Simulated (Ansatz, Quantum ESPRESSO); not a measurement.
# Ba2C (Fm-3m): zone-centre phonons, part 3 of 3

Wanted: the vibrations of Ba2C (Fm-3m) at Γ, by two programs.

Quantum ESPRESSO 7.5; DFT LDA, scalar-relativistic, plane waves, PseudoDojo norm-conserving pseudopotentials.

So far. Step 5 (Zone-centre response): The acoustic modes at Γ come out as far as 0.8 cm⁻¹ from zero, where they should vanish, a small numerical error. Step 6 (Modes with the sum rule): The rule moves no optical mode by more than 0.1 cm⁻¹.

The structure was built from a prototype and need not be the compound's stable phase.

### Step 8. A second program

The same cell goes through another code at the same cutoff. The files are of one family, but Ansatz's library holds files of its own making for some heavy elements, so those for Ba may differ. Its k mesh is centred on Γ.

This step: DFT LDA, scalar-relativistic, plane waves, norm-conserving pseudopotentials of its library (PseudoDojo's, some remade) (Ansatz 0.2.0).

Input file input.yaml:

```yaml
crystal:
  lattice:
    - [-3.42285946, 0.0, 3.42285946]
    - [0.0, 3.42285946, 3.42285946]
    - [-3.42285946, 3.42285946, 0.0]
  atoms:
    - { symbol: Ba, position: [0.75, 0.75, 0.75] }
    - { symbol: Ba, position: [0.25, 0.25, 0.25] }
    - { symbol: C, position: [0.0, 0.0, 0.0] }
kpoints:
  mp_grid: { grid: [8, 8, 8] }
hamiltonian:
  xc: lda
  pseudopotentials: { kind: nc, accuracy: standard }
scf:
  occupations: { method: cold, width: 0.27211 }
output:
  eigenvalues: true
basis:
  ecutwfc: 1006.821
phonons:
  method: dfpt
```

Started as:

```
ansatz run input.yaml --threads 4 --pin off --max-ram 8192MiB --backend cpu --events-out ev --progress --plain --runs-dir out
```

Output:

```text
Warning: basis.ecutwfc = 1006.821 eV is below the records' recommended 1115.666836 eV, and the density's cutoff is lower with it unless basis.ecutrho_ratio is high enough to keep the records' density cutoff: compare with a run at a higher cutoff
zone centre: on kpoints.mp_grid the ground state, and the responses unless they are solved on pairs of k-points, stand on 59 of the mesh's 512 k-points, reduced under 8 symmetry operations, with k and −k counted as one. Each operation leaves every solved displacement unchanged or reverses it
Engine: ansatz 0.2.0, aarch64-unknown-linux-gnu
Pseudopotentials: kind: nc
Pseudopotential: Ba, nc, valence charge 10, recommended cutoff 770 eV (normal), Ba.nc.azcp (PseudoDojo's, or run here from an input of PseudoDojo's; its table is named by hamiltonian.pseudopotentials.accuracy)
Pseudopotential: C, nc, valence charge 4, recommended cutoff 1115.666836 eV (normal), C.nc.azcp (PseudoDojo's, or run here from an input of PseudoDojo's; its table is named by hamiltonian.pseudopotentials.accuracy)
Functional definition: SPW92
  exchange = slater_x
  correlation = pw_c
Crystal: 3 atoms, lattice volume = 80.204 Å³
Basis set: ecut = 1006.821 eV, 5817 PW (Γ), exchange–correlation on 108×108×108 points (8 copies of the dense FFT grid, shifted against one another)
Bands: 16, of which v1, the nominal top of the filled ones, is band 12 counted from 1 (11 counted from 0)
Symmetry: 48 space group operations
k-points: 59 of 512 (irreducible under 8 space group operations, time reversal used)
Non-local potential: Ba, projectors of the file, l = 0: 2, l = 1: 2, l = 2: 2, l = 3: 2
Non-local potential: C, projectors of the file, l = 0: 2, l = 1: 2
Initial density: superposition of atomic densities (chi_scale 0.1, normalization cell, long waves kept (reshape's long-wave potential 0.00 eV rms))
Initial wavefunctions: pseudopotential atomic-orbital guess
Functional: x = slater, c = lda
SCF iter   1: F=—  HF=-1690.874819 eV  |F-HF|=—  |Δ(HF+E_count)|=         —  Δρ=3.23e-2  dr2=2.41e0  ethr=3.10e-3  ⟨swp⟩=10.7  Hψ=7622  notcnv=0
preconditioner: auto → none  [insulator: Δε(μ)=0.517 eV  Ē_g=11.055 eV  σ=0.272 eV  W_gap=0.84  n_scr=14 (ndim 8)  ℏωp=18.5 eV  f_vac=0.000  D(μ)=-0.00/eV (n_scr^D=0)  ε∞_Penn≈3.8]
SCF iter   2: F=—  HF=-1691.540159 eV  |F-HF|=—  |Δ(HF+E_count)|=   5.24e-1  S|Δr|=   1.71e-1  Δρ=6.51e-2  dr2=6.90e0  ethr=3.10e-3  ⟨swp⟩=5.1  Hψ=2890  notcnv=0  recentre
SCF iter   3: F=—  HF=-1690.604216 eV  |F-HF|=—  |Δ(HF+E_count)|=   9.36e-1  S|Δr|=    0.00e0  Δρ=1.42e-2  dr2=3.57e-1  ethr=3.10e-3  ⟨swp⟩=3.4  Hψ=2150  notcnv=2
SCF iter   4: F=—  HF=-1690.526647 eV  |F-HF|=—  |Δ(HF+E_count)|=   7.76e-2  S|Δr|=    0.00e0  Δρ=2.14e-3  dr2=5.55e-3  ethr=1.49e-3  ⟨swp⟩=1.4  Hψ=1355  notcnv=0
SCF iter   5: F=—  HF=-1690.525165 eV  |F-HF|=—  |Δ(HF+E_count)|=   1.48e-3  S|Δr|=    0.00e0  Δρ=7.00e-4  dr2=2.42e-4  ethr=2.31e-5  ⟨swp⟩=3.0  Hψ=1774  notcnv=0
SCF iter   6: F=—  HF=-1690.525235 eV  |F-HF|=—  |Δ(HF+E_count)|=   7.01e-5  S|Δr|=    0.00e0  Δρ=1.83e-4  dr2=6.08e-5  ethr=1.01e-6  ⟨swp⟩=3.0  Hψ=1603  notcnv=0
SCF iter   7: F=—  HF=-1690.525229 eV  |F-HF|=—  |Δ(HF+E_count)|=   6.23e-6  S|Δr|=    0.00e0  Δρ=8.47e-5  dr2=1.02e-5  ethr=2.53e-7  ⟨swp⟩=1.1  Hψ=957  notcnv=0
SCF iter   8: F=—  HF=-1690.525220 eV  |F-HF|=—  |Δ(HF+E_count)|=   8.15e-6  S|Δr|=    0.00e0  Δρ=1.71e-5  dr2=3.38e-7  ethr=4.27e-8  ⟨swp⟩=1.4  Hψ=1002  notcnv=0
SCF iter   9: F=—  HF=-1690.525202 eV  |F-HF|=—  |Δ(HF+E_count)|=   1.88e-5  S|Δr|=    0.00e0  Δρ=2.06e-6  dr2=2.34e-9  ethr=1.41e-9  ⟨swp⟩=3.5  Hψ=1946  notcnv=0
SCF iter  10: F=—  HF=-1690.525202 eV  |F-HF|=—  |Δ(HF+E_count)|=  2.61e-10  S|Δr|=    0.00e0  Δρ=2.42e-7  dr2=3.59e-11  ethr=9.76e-12  ⟨swp⟩=3.0  Hψ=1711  notcnv=0
SCF iter  11: F=-1690.525202 eV  HF=-1690.525202 eV  |F-HF|=1.36e-12  |Δ(HF+E_count)|=  7.73e-12  S|Δr|=    0.00e0  Δρ=4.97e-8  dr2=2.46e-12  ethr=1.00e-12  ⟨swp⟩=13.4  Hψ=7886  notcnv=0
SCF 1 converged in 11 iterations: F = -1690.525202 eV  dr2 = 2.46e-12
DFPT response loops at Γ: preconditioner auto → Kerker (q_TF=auto, 2.231 Å⁻¹) (partly filled bands, converged f_vac=0.000); β = 1.00, the filter's whole step (`scf.mixing.beta` (0.50) is not read by the response loops under this deck's `scf.mixing.preconditioner`; to damp them name `kerker` or `kerker_dos`, under which they read `scf.mixing.beta`, and type it under 1.00, their step now; both keys bind the ground state too); Broyden in place of MSR1
SCF converged after 11 iterations
Stability not checked: this state was not tested for a lower state beside it, because cold or Methfessel-Paxton smearing, or corrected tetrahedra, fill the levels in a way that the test cannot read (fill_not_monotonic; see scf.lower_state_search)
Free energy (F): -1690.525202 eV
Harris-Foulkes:  -1690.525202 eV  (|F-HF|=1.36e-12)
Internal energy: -1690.593889 eV  (E = F + TS)
E sigma→0 (E₀):  -1690.548098 eV
Entropy (-TS):   0.068688 eV (22.896 meV/atom)
Fermi energy:    10.140704 eV
--- Per-component energies (eV) ---
  E_band       = -43.663803
  E_kinetic    = 465.242952
  E_local      = -719.460772  (includes V_loc(G=0)·N_el)
  E_nonlocal   = 211.412342
  E_hartree    = 173.775390
  E_xc         = -415.840564
  E_vxc        = -348.409098  (∫ρ·V_xc dr)
  E_ewald      = -1405.723238
  E_smearing   = 0.068688  (= −TS)
  E_closure    = 0.000000  (closes the sum)
  Σ components = -1690.525202   (vs F -1690.525202, Δ=0.00e0)
--- Band table (eV; the first three rows and the last of 59) ---
  k-point 0: bands = [... 8 lower, 2.2463, 8.1523, 8.1523, 8.1523, 10.3968, 10.3968, 10.4289, 14.7258]
  k-point 1: bands = [... 8 lower, 2.3852, 8.1826, 8.2925, 8.2925, 10.6354, 10.6354, 10.9479, 14.1212]
  k-point 2: bands = [... 8 lower, 2.6623, 8.5288, 8.6792, 8.6792, 11.2987, 11.2987, 11.8883, 13.3952]
  k-point 58: bands = [... 8 lower, 2.7684, 8.5795, 10.0823, 10.3369, 10.3369, 11.3885, 12.0763, 14.4678]
--- Phonons (Γ-DFPT): 2 representative perturbations + reference, on 59 of 512 k-points (Σ response iterations 6) ---
  k mesh reduced under 8 symmetry operations, with k and −k counted as one. Each operation leaves every solved displacement unchanged or reverses it
  ASR residual: 7.499e-5 → 0.000e0 eV/Å²; symmetrization residual: 1.759e-7 eV/Å²
  ASR residual per site (eV/Å²): 1.58e-5 1.58e-5 7.50e-5
  Γ frequencies (cm⁻¹): 0.00 0.00 0.00 65.17 65.17 65.17 228.09 228.09 228.09
  non-analytic LO–TO correction: not included (Born effective charges unavailable; polar crystals: no LO–TO splitting at Γ)
```

Run time: 24 s. Hardware: 4 threads of Arm Neoverse V2, shared host; peak memory 1.3 GiB.

This step gave:

| Quantity | Value |
| --- | --- |
| sum-rule residual before enforcement | 7.50e-5 eV/Å² |
| highest optical zone-centre mode (no LO-TO term) | 228.1 cm⁻¹ |
| lowest optical zone-centre mode | 65.17 cm⁻¹ |

### Step 9. Side by side: QE PseudoDojo and Ansatz, library NC

Numbers from this step:

| Quantity | Value |
| --- | --- |
| root-mean-square difference | 9.74 cm⁻¹ |
| largest difference | 12.61 cm⁻¹ |

Frequencies side by side, by row:

| q (reciprocal lattice) | mode | QE PseudoDojo (cm⁻¹) | Ansatz, library NC (cm⁻¹) |
| --- | --- | --- | --- |
| 0 0 0 | 1 | 0 | 0 |
| 0 0 0 | 2 | 0 | 0 |
| 0 0 0 | 3 | 0 | 0 |
| 0 0 0 | 4 | 70.73 | 65.17 |
| 0 0 0 | 5 | 70.73 | 65.17 |
| 0 0 0 | 6 | 70.73 | 65.17 |
| 0 0 0 | 7 | 240.7 | 228.1 |
| 0 0 0 | 8 | 240.7 | 228.1 |
| 0 0 0 | 9 | 240.7 | 228.1 |

At the zone centre the largest difference (acoustic modes at Γ apart) is 5 % of the highest mode.

### Step 10. Results

| Quantity | Value |
| --- | --- |
| space group after relaxation | Fm-3m |
| volume per atom | 26.7 Å³ |
| highest optical zone-centre mode (no LO-TO term) | 240.7 cm⁻¹ |
| lowest optical zone-centre mode | 70.7 cm⁻¹ |
| imaginary optical modes at the zone centre (no q mesh in this session) | none |
| largest difference from Ansatz, library NC | 12.6 cm⁻¹ |

What this shows: At the LDA level the optical modes of Ba2C (Fm-3m) at the zone centre run from 71 to 241 cm⁻¹. The relaxation gained more than 0.3 eV an atom, so the start was far from this structure and its bonding may have changed. Of the 6 optical modes, 3 are Raman active alone and 3 are infrared active alone; inversion symmetry keeps the two sets apart. QE PseudoDojo and Ansatz, library NC differ by 9.7 cm⁻¹ in the root mean square and by 12.6 cm⁻¹ at most, 5.2 % of the highest mode compared (acoustic modes at Γ left out); the two use different potentials, and the cell was not relaxed for the second set. These are harmonic frequencies at zero temperature: anharmonic shifts and linewidths and thermal expansion are left out. Spin-orbit coupling is left out, which can matter for the heavy elements here. In a metal the frequencies hang on the k mesh and the smearing, most of all near Kohn anomalies. The relaxation ran at 74 Ry, under the 82 Ry recommended for these files; the stress of so short a basis can leave the cell about one per cent too small. Ansatz warns that the cutoff lies 10 % under the one recommended for these files; agreement at one cutoff is not convergence. The total energies of the two programs lie far apart, so at least one potential file in Ansatz's library differs from the published one read by the first program. The structure is a hypothetical one, built on a prototype.

[Host names and launcher messages were left out of these logs when they were recorded.]

[Logs are printed without paths, hosts, clocks, repeated set-up lines and the standing remarks that a program may print on its own settings, such as how far it seeks lower states.]

[Hosts, paths, dates, database ids (printed as entryN), source tags and the programs' standing remarks are cut or masked in the printed files.]
